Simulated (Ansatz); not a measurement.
# What SrB4 (built on the sites of a database entry of SrIn4) distorts into, part 3 of 3

Which phase does SrB4 (built on the sites of a database entry of SrIn4) fall into along its unstable mode, and how much energy does it gain?

Ansatz 0.2.0; DFT PBEsol, scalar-relativistic, plane waves, PAW.

So far. Step 5 (Energy along the mode, all amplitudes (two of the runs …): The lowest of the steps tried is at 0.22 Å, 88.2 meV/atom below the parent; the bottom of the well need not coincide with a step. Step 7 (The new phase in its own primitive cell): The largest force component left is 0.077 meV/Å and the pressure is 0.000 GPa, within the tolerances set. The cell now holds 10.50 Å³/atom.

The structure was built from a prototype and need not be the compound's stable phase.

## 8. Modes of the new phase, k-mesh 12×12×12

A relaxed structure may still be a saddle point, so its zone-centre modes are computed. No field response is asked, since the mesh shows no gap.

The input, input.yaml:

```yaml
crystal:
  lattice:
    - [5.4326489187, -1.5133222399, 0.0061710468]
    - [5.4326489187, 1.5133222399, 0.0061710468]
    - [-0.6718290142, 0.0, 3.1915661705]
  atoms:
    - { symbol: Sr, position: [0.0, 0.0, 0.0] }
    - { symbol: B, position: [0.7383931538, 0.7383931538, 0.1389067378] }
    - { symbol: B, position: [0.2616068462, 0.2616068462, 0.8610932622] }
    - { symbol: B, position: [0.6811268675, 0.6811268675, 0.5998743494] }
    - { symbol: B, position: [0.3188731325, 0.3188731325, 0.4001256506] }
kpoints:
  mp_grid: { grid: [12, 12, 12] }
hamiltonian:
  xc: pbesol
scf:
  occupations: { method: methfessel_paxton, width: 0.2 }
output:
  eigenvalues: true
phonons:
  method: dfpt
```

Started as:

```console
$ ansatz run input.yaml --threads 8 --pin off --max-ram 14336MiB --backend cpu --events-out ev --progress --plain --runs-dir out
```

Numbers of over 12 decimals in the logs are rounded to 6 here.

Log:

```text
zone centre: on kpoints.mp_grid the ground state, and the responses unless they are solved on pairs of k-points, stand on 476 of the mesh's 1728 k-points, reduced under 2 symmetry operations, with k and −k counted as one. Each operation leaves every solved displacement unchanged or reverses it
[...]
Crystal: 5 atoms, lattice volume = 52.491 Å³
Basis set: ecut = 420 eV, 1021 PW (Γ), exchange–correlation on 80×80×48 points (8 copies of the dense FFT grid, shifted against one another)
Bands: 16, of which v1, the nominal top of the filled ones, is band 11 counted from 1 (10 counted from 0)
Symmetry: 4 space group operations
k-points: 476 of 1728 (irreducible under 2 space group operations, time reversal used)
[...]
SCF iter   1: F=—  HF=-4102.606022 eV  |F-HF|=—  |Δ(HF+E_count)|=         —  Δρ=9.50e-3  dr2=1.06e-1  ethr=1.77e-3  ⟨swp⟩=7.8  Hψ=52467  notcnv=0
[...]
SCF iter   9: F=-4102.575854 eV  HF=-4102.575854 eV  |F-HF|=9.09e-13  |Δ(HF+E_count)|=  4.55e-12  S|Δr|=    0.00e0  Δρ=6.52e-8  dr2=3.13e-12  ethr=1.00e-12  ⟨swp⟩=9.4  Hψ=45697  notcnv=0
SCF 1 converged in 9 iterations: F = -4102.575854 eV  dr2 = 3.13e-12
[...]
DFPT response loops at Γ: preconditioner auto → Kerker (q_TF=auto, 2.360 Å⁻¹) (partly filled bands, converged f_vac=0.000); β = 1.00, the filter's whole step (`scf.mixing.beta` (0.50) is not read by the response loops under this deck's `scf.mixing.preconditioner`; to damp them name `kerker` or `kerker_dos`, under which they read `scf.mixing.beta`, and type it under 1.00, their step now; both keys bind the ground state too); Broyden in place of MSR1
SCF converged after 9 iterations
[...]
Free energy (F): -4102.575854 eV
[...]
Internal energy: -4102.576822 eV  (E = F + TS)
E sigma→0 (E₀):  -4102.576096 eV
Entropy (-TS):   0.000968 eV (0.194 meV/atom)
Fermi energy:    11.627838 eV
[...]
--- Band table (eV; the first three rows and the last of 476) ---
  k-point 0: bands = [... 7 lower, 5.9224, 6.9937, 7.7548, 11.9466, 13.0405, 14.3637, 14.9763, 15.0003, ... 1 higher]
  k-point 1: bands = [... 7 lower, 6.0067, 7.5393, 7.9816, 11.9898, 12.9522, 14.2604, 14.6850, 14.7275, ... 1 higher]
  k-point 2: bands = [... 7 lower, 6.2569, 8.1375, 8.4871, 12.1243, 12.6742, 13.9775, 14.1836, 14.7142, ... 1 higher]
  k-point 475: bands = [... 7 lower, 7.1690, 8.1310, 10.1030, 10.3449, 11.9962, 13.1662, 14.8207, 14.8552, ... 1 higher]
--- Phonons (Γ-DFPT): 9 representative perturbations + reference, on 476 of 1728 k-points (Σ response iterations 27) ---
  k mesh reduced under 2 symmetry operations, with k and −k counted as one. Each operation leaves every solved displacement unchanged or reverses it
  ASR residual: 6.057e-5 → 0.000e0 eV/Å²; symmetrization residual: 5.844e-7 eV/Å²
  ASR residual per site (eV/Å²): 6.06e-5 6.66e-6 6.66e-6 1.38e-5 1.38e-5
[...]
non-analytic LO–TO correction: not included (Born effective charges unavailable; polar crystals: no LO–TO splitting at Γ)
```

It took 61 s on 8 threads of Arm Neoverse V1, shared host; peak memory 1.5 GiB; 7.3 min of CPU time.

Numbers from this step:

```yaml
sum_rule_residual_before_enforcement: 6.06e-5 eV/Å²
point_group: 2/m
highest_optical_mode_at_the_zone_centre_no_lo_to_term: 1002 cm⁻¹
lowest_optical_zone_centre_mode: 145.4 cm⁻¹
```

Patterns of degenerate modes are one choice out of their space. Modes at Γ, with each element's share of the kinetic energy:

| mode | frequency (cm⁻¹) | symmetry | Sr % | B % |
| --- | --- | --- | --- | --- |
| 1 | 0.0 | acoustic | 67 | 33 |
| 2 | 0.0 | acoustic | 67 | 33 |
| 3 | 0.0 | acoustic | 67 | 33 |
| 4 | 145.4 | Bg | 0 | 100 |
| 5 | 186.2 | Bu | 33 | 67 |
| 6 | 190.0 | Au | 33 | 67 |
| 7 | 238.8 | Bu | 32 | 68 |
| 8 | 391.2 | Ag | 0 | 100 |
| 9 | 485.1 | Ag | 0 | 100 |
| 10 | 489.8 | Bu | 1 | 99 |
| 11 | 525.1 | Au | 0 | 100 |
| 12 | 641.6 | Ag | 0 | 100 |
| 13 | 781.8 | Bg | 0 | 100 |
| 14 | 983.1 | Bu | 0 | 100 |
| 15 | 1001.6 | Ag | 0 | 100 |

Displacements in mode 4 (145.4 cm⁻¹), the largest set to 1:
```
Sr1  0.00  0.00  0.00
B2   0.00 -0.31  0.00
B3   0.00  0.31  0.00
B4   0.00  1.00  0.00
B5   0.00 -1.00  0.00
```

Displacements in mode 12 (641.6 cm⁻¹), the largest set to 1:
```
Sr1  0.00  0.00  0.00
B2   0.27  0.00 -0.55
B3  -0.27  0.00  0.55
B4  -0.71  0.00 -1.00
B5   0.71  0.00  1.00
```

Before it was imposed, the acoustic sum rule was missed by 6.1e-5 eV/Å². Small misses are needed for a sound result but don't prove that mesh and cutoff are converged. The lowest optical mode is real, 145 cm⁻¹.

## 9. What came out

| Quantity | Value |
| --- | --- |
| unstable mode of the parent | q = (0, 0, 0), 450i cm⁻¹ |
| depth at the lowest point sampled | 88.2 meV/atom |
| largest atomic shift at that point | 0.22 Å |
| space group reached (within 0.01 Å) | C2/m |
| energy gained over the parent (first relaxation, on the mesh of the frozen mode) | 203 meV/atom |
| volume per atom, phase reached | 10.5 Å³ |
| lowest optical zone-centre mode, phase reached | 145 cm⁻¹ |
| highest optical mode at the zone centre (no LO-TO term), phase reached | 1002 cm⁻¹ |

**Reading.** Along this mode the structure falls into C2/m, 203 meV/atom below the parent. At the parent's cell the well is 88.15 meV/atom deep on the steps tried, with its lowest point at a shift of 0.22 Å. Relaxing atoms and cell changes the gain by +114.62 meV/atom against the lowest step (energies at zero smearing). The new phase has no imaginary mode at the zone centre of its cell; other wavevectors were not checked. Of the 5 patterns followed to their end from this parent, this one ends 51.5 meV/atom above the lowest, Cmcm. Each path keeps the symmetry of its pattern, so a lower phase may lie along a pattern not tried. The q mesh stands for a supercell only 6.3 Å across, so branches between the solved wavevectors are rough. With no gap, or one that is small against the smearing, the frequencies hang on the k mesh and the smearing, most of all near Kohn anomalies. A phonon run warned that its eigensolver left some bands unconverged in a pass. The starting cell was built on a prototype and not taken from a measurement, so the phase need not exist.

[Logs are printed without paths, hosts, clocks, repeated set-up lines and the standing remarks that a program may print on its own settings, such as how far it seeks lower states.]

[Hosts, paths, dates, database ids (printed as entryN), source tags and the programs' standing remarks are cut or masked in the printed files.]
